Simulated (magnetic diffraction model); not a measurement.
# Tm2AlSn6 below its ordering temperature

Space group C2/m (no. 12), a = 9.0250 Å, b = 9.3890 Å, c = 11.3180 Å, β = 101.79°.

```csv
site,atom,x,y,z
8j,Tm,0.5919,0.2595,0.3397
4i,Sn,0.4952,0,0.1148
4i,Sn,0.0662,0,0.1190
8j,Sn,0.2815,0.7870,0.1174
4i,Sn,0.3703,0,0.4138
4i,Sn,0.1465,0,0.5623
4i,Al,0.7969,0,0.1977
```

This is a made-up structure (elements placed in a structure type, unrelaxed), so the numbers test the method and describe no known phase.

Only Tm is taken to order (form factors of Tm3+); orders and moment sizes are assumed, and not adapted to the symmetry. Radiation: neutrons of λ = 2.0775 Å, 3° to 35°; isotropic B of 0.41 Å² (Tm), 0.65 Å² (Sn) and 0.68 Å² (Al). The intensities are simulated: I ∝ L Σ (|F_N|² + |F_M⊥|²) for unpolarised neutrons, with F_M = 2.695 fm/μB × Σ f(s) S exp(2πi Q·r) exp(−B s²) at Q = H ± k (one set where k and −k are equivalent), only the part normal to Q counting and L = 1/(sin²θ cos θ). For a modulated order the moment at position r is S exp(−2πi k·r) + c.c., with S = m/2 for a sine wave of amplitude m and S = m(u + iv)/2 for moments turning in a plane, u and v being orthogonal unit vectors in it; the phase factor of the sum at Q = H + k is then exp(2πi H·r). Form factors are spin-only for 3d ions and dipole or tabulated for f ions, scattering lengths are Sears's of 1992, and absorption is left out. A label names one of the reflections at its angle. The strongest nuclear line in the range is 100, and lines under 0.2 are left out.

Above the ordering temperature:

```tsv
2θ (°)	index	I
10.76	(0 0 1)	3.4
20.07	(1 1 -1)	1.0
21.61	(0 0 2)	0.9
22.89	(1 1 1)	8.9
25.57	(0 2 0)	7.1
26.42	(1 1 -2)	4.0
27.81	(0 2 1)	2.6
30.74	(1 1 2)	11.7
31.23	(2 0 -2)	13.6
31.37	(2 0 1)	18.9
32.67	(0 0 3)	14.4
33.72	(0 2 2)	100.0
```

Below it (cell unchanged):

```
2θ (°)      I
  7.17   39.1
 10.76    3.4
 14.36    9.6
 17.98    7.0
 18.39    0.4
 18.90    1.1
 19.45    0.4
 20.07    1.0
 21.61    0.9
 21.78    0.6
 22.89    8.9
 25.27    3.4
 25.57    7.1
 26.42    4.0
 26.59  119.1
 26.67   57.9
 26.69   74.2
 27.81    2.6
 27.87    0.3
 28.09   41.6
 28.18   66.3
 29.45   79.4
 29.59    1.5
 30.74   11.7
 31.23   13.6
 31.37   18.9
 31.43   70.0
 32.67   14.4
 33.48    1.0
 33.72  100.0
```

**Question.** Find the propagation vector, then choose among these models:
A. moments turning in the plane of [010] and [001], 4.5 μB on Tm; signs + at (0.5919, 0.2595, 0.3397), + at (0.5919, 0.7405, 0.3397), − at (0.4081, 0.7405, 0.6603), − at (0.4081, 0.2595, 0.6603)
B. a sine wave with moments along [001] (amplitudes given), 4.5 μB on Tm; signs + at (0.5919, 0.2595, 0.3397), + at (0.5919, 0.7405, 0.3397), − at (0.4081, 0.7405, 0.6603), − at (0.4081, 0.2595, 0.6603)
C. moments turning in the plane of [100] and [010], 4.5 μB on Tm; signs + at (0.5919, 0.2595, 0.3397), + at (0.5919, 0.7405, 0.3397), − at (0.4081, 0.7405, 0.6603), − at (0.4081, 0.2595, 0.6603)
D. moments turning in the plane of [001] and [100], 4.5 μB on Tm; signs + at (0.5919, 0.2595, 0.3397), + at (0.5919, 0.7405, 0.3397), − at (0.4081, 0.7405, 0.6603), − at (0.4081, 0.2595, 0.6603)

The new lines index as (0 0 2/3) at 7.17°, (0 0 4/3) at 14.36°, (0 0 5/3) at 17.98° and (1 1 -1/3) at 18.39°, that is as H ± k with k = (0 0 1/3). Satellites come in pairs about each point of the reciprocal lattice.

Magnetic intensity, observed (below minus above) and for each model:

| 2θ (°) | index | observed | A | B | C | D |
| --- | --- | --- | --- | --- | --- | --- |
| 7.17 | (0 0 2/3) | 39.1 | 976.1 | 39.1 | 1873.9 | 936.9 |
| 14.36 | (0 0 4/3) | 9.6 | 240.3 | 9.6 | 461.3 | 230.7 |
| 17.98 | (0 0 5/3) | 7.0 | 173.6 | 7.0 | 333.2 | 166.6 |
| 25.27 | (0 0 7/3) | 3.4 | 85.9 | 3.4 | 165.0 | 82.5 |
| 26.59 | (0 2 2/3) | 119.1 | 128.6 | 119.1 | 137.6 | 246.9 |
| 26.69 | (2 0 -1/3) | 74.2 | 149.7 | 74.2 | 75.9 | 75.5 |
| 29.45 | (0 2 4/3) | 79.4 | 104.4 | 79.4 | 128.4 | 181.8 |
| 31.43 | (0 2 5/3) | 70.0 | 104.2 | 70.0 | 137.0 | 171.3 |

Model B matches.

The structure used: k = (0 0 1/3), a sine wave with moments along [001] (amplitudes given), 4.5 μB on Tm; signs + at (0.5919, 0.2595, 0.3397), + at (0.5919, 0.7405, 0.3397), − at (0.4081, 0.7405, 0.6603), − at (0.4081, 0.2595, 0.6603).

[Logs are printed without paths, hosts, clocks, repeated set-up lines and the standing remarks that a program may print on its own settings, such as how far it seeks lower states.]
